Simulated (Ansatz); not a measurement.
# The perfect Pd wire along [110], 4 atoms a period, part 2 of 2

Aim: is the Pd wire along [110], 4 atoms a period a metal or a semiconductor?

Ansatz 0.2.0; DFT PBE, plane waves, PAW; relaxation of a wire's period; PAW set soft_1 (the session's first sound run).

So far: The starting structure; The relaxed wire.

## 2. The relaxed wire (continued)

Relaxation path:

```tsv
step	energy less that of the first step (eV)	largest force component (eV/Å)	pressure (GPa)	volume (Å³)
1	0.0000	0.5833	-1.95	286.83
2	-0.1746	0.8025	0.93	273.03
3	-0.2619	0.0752	-0.08	270.58
4	-0.2672	0.0238	0.05	267.80
5	-0.2679	0.0036	-0.01	268.10
6*	-0.2651	0.0030	0.00	268.10
```

Relaxation steps marked * repeat the geometry before them on a plane-wave basis chosen anew for their cell, so energy and pressure can jump there.

Forces are held to the 8 operations that the run works with; a distortion that breaks them can't arise in this run.

```tsv
cell as run	before	after	change
c (Å)	2.786	2.604	-6.5 %
```

The atoms that moved most (Å, along periodic axes as changes of fractional coordinates times the final cell, across vacuum about the mean position):

```tsv
atom	dx	dy	dz	length
Pd4	0.000	-0.017	0.000	0.017
Pd3	0.000	0.017	0.000	0.017
Pd2	-0.005	0.000	0.000	0.005
Pd1	0.005	0.000	0.000	0.005
```

The relaxed structure:

```xyz
4
Lattice="10.7400 0.0000 0.0000 0.0000 9.5860 0.0000 0.0000 0.0000 2.6041" Properties=species:S:1:pos:R:3
Pd    3.4050    4.7930    0.0000
Pd    7.3350    4.7930    0.0000
Pd    5.3700    3.4169    1.3020
Pd    5.3700    6.1691    1.3020
```

Numbers from this step:

```
energy at zero smearing    : -27887.0857 eV
cell length along the wire : 2.604 Å
```

The cell's length comes to 2.604 Å with spin left out.

## 3. The perfect wire

This step: DFT PBE, plane waves, PAW; bands of a perfect wire; PAW set soft_1 (Ansatz 0.2.0).

At the relaxed period the bands are computed along the axis; those that cross an energy going forward count the channels that a perfect wire would open there.

Contents of input.yaml:

```yaml
crystal:
  lattice:
    - [10.74, 0.0, 0.0]
    - [0.0, 9.586, 0.0]
    - [0.0, 0.0, 2.6040693527]
  atoms:
    - { symbol: Pd, position: [0.317040225, 0.5, 0.0] }
    - { symbol: Pd, position: [0.682959775, 0.5, 0.0] }
    - { symbol: Pd, position: [0.5, 0.356447617, 0.5] }
    - { symbol: Pd, position: [0.5, 0.643552383, 0.5] }
kpoints:
  mp_grid: { grid: [1, 1, 31] }
  band_path: { path: ["Γ", Z], npoints: 90 }
scf:
  occupations: { method: fermi_dirac, width: 0.05 }
hamiltonian:
  xc: pbe
  pseudopotentials: { kind: paw, azcp: { folder: soft_1 } }
output:
  dos: { e_range: [-5, 4] }
  write_potential: true
  write_density: true
  volumetric_format: npy
```

The run is started by

```console
$ ansatz run input.yaml --threads 4 --pin off --max-ram 16384MiB --backend cpu --events-out ev --progress --plain --runs-dir out
```

Numbers of over 12 decimals in the logs are rounded to 6 here.

Log:

```text
[...]
Crystal: 4 atoms, lattice volume = 268.098 Å³
Basis set: ecut = 420 eV, 5271 PW (Γ)
Bands: 44, of which v1, the nominal top of the filled ones, is band 36 counted from 1 (35 counted from 0)
Symmetry: 8 space group operations
[...]
k-points: 16 of 31
[...]
SCF iter   1: F=—  HF=-27890.581359 eV  |F-HF|=—  |Δ(HF+E_count)|=         —  Δρ=7.37e-2  dr2=1.75e1  ethr=3.10e-3  ⟨swp⟩=7.1  Hψ=2814  notcnv=0
[...]
SCF iter  10: F=-27887.120511 eV  HF=-27887.120511 eV  |F-HF|=1.08e-8  |Δ(HF+E_count)|=   4.85e-7  Δρ=4.62e-6  dr2=4.41e-8  ethr=1.39e-10  ⟨swp⟩=13.2  Hψ=2553  notcnv=0
SCF 1 converged in 10 iterations: F = -27887.120511 eV  dr2 = 4.41e-8
[...]
NSCF: frozen V_eff on 91 k-points
WARN: The output density's exchange-correlation potential varies sharply where the density is thin. Do not read a vacuum level from v_tot or v_xc, or from such a field of the output density. On a cell that repeats whose density bears no net charge and no dipole along the vacuum's axis use v_es (v_loc + v_h of the components); under efield.dipole_correction with no amplitude use v_es + v_field, which holds any externa [...]
SCF converged after 10 iterations
Free energy (F): -27887.120511 eV
[...]
Internal energy: -27887.058783 eV  (E = F + TS)
E sigma→0 (E₀):  -27887.089647 eV
Entropy (-TS):   -0.061727 eV (-15.432 meV/atom)
Fermi energy:    0.578575 eV
[...]
--- Band table (eV; the first three rows and the last of 16) ---
  k-point 0: bands = [... 32 lower, 0.0325, 0.3591, 0.5680, 0.6534, 0.8024, 0.8167, 0.9140, 2.1619, ... 4 higher]
  k-point 1: bands = [... 32 lower, 0.0390, 0.3999, 0.5455, 0.6019, 0.7597, 0.7734, 0.9650, 2.2110, ... 4 higher]
  k-point 2: bands = [... 32 lower, 0.0426, 0.4707, 0.4861, 0.5028, 0.6163, 0.6996, 1.0966, 2.3404, ... 4 higher]
  k-point 15: bands = [... 32 lower, 0.2706, 0.3102, 0.8292, 0.8725, 3.9216, 4.7310, 4.8042, 5.7120, ... 4 higher]
```

It took 17 s on 4 threads of Arm Neoverse N1, shared host; peak memory 0.79 GiB; 67 s of CPU time.

Reading the cycles: dr2 is the Hartree energy of the density residual (eV), the measure of convergence; HF is the Harris–Foulkes estimate of the energy, which meets the free energy F at convergence.

This step gave:

| Quantity | Value |
| --- | --- |
| energy at zero smearing | -27887.0896 eV |
| band gap | 0 eV |

Electronic bands along the path, in eV, zero at the Fermi level:

```tsv
point	band 34	band 35	band 36	band 37	band 38	band 39	band 40	band 41
Γ	-0.22	-0.01	0.07	0.22	0.24	0.34	1.58	2.42
halfway	-0.58	-0.41	-0.29	-0.16	1.17	1.90	3.21	4.40
Z	-0.27	0.26	0.30	3.56	4.03	4.20	5.19	7.27
```

Between Γ and Z the bands cross the Fermi level 5 times, so a perfect wire would conduct at least 5 G₀, with spin left out.

## 4. Outcome

```
cell length, PBE                                            : 2.604 Å
ballistic conductance by band crossings, a lower bound, PBE : 5 G₀
```

What this shows: Under PBE the cell's length is 2.60 Å, and the bands cross the Fermi level 5 times between Γ and Z, which gives a perfect wire at least 5 G₀ (opposite crossings within one step of the path cancel in such a count). No spin was allowed, though thin wires with open d shells can turn magnetic.

[Logs are printed without paths, hosts, clocks, repeated set-up lines and the standing remarks that a program may print on its own settings, such as how far it seeks lower states.]

[Hosts, paths, dates, database ids (printed as entryN), source tags and the programs' standing remarks are cut or masked in the printed files.]
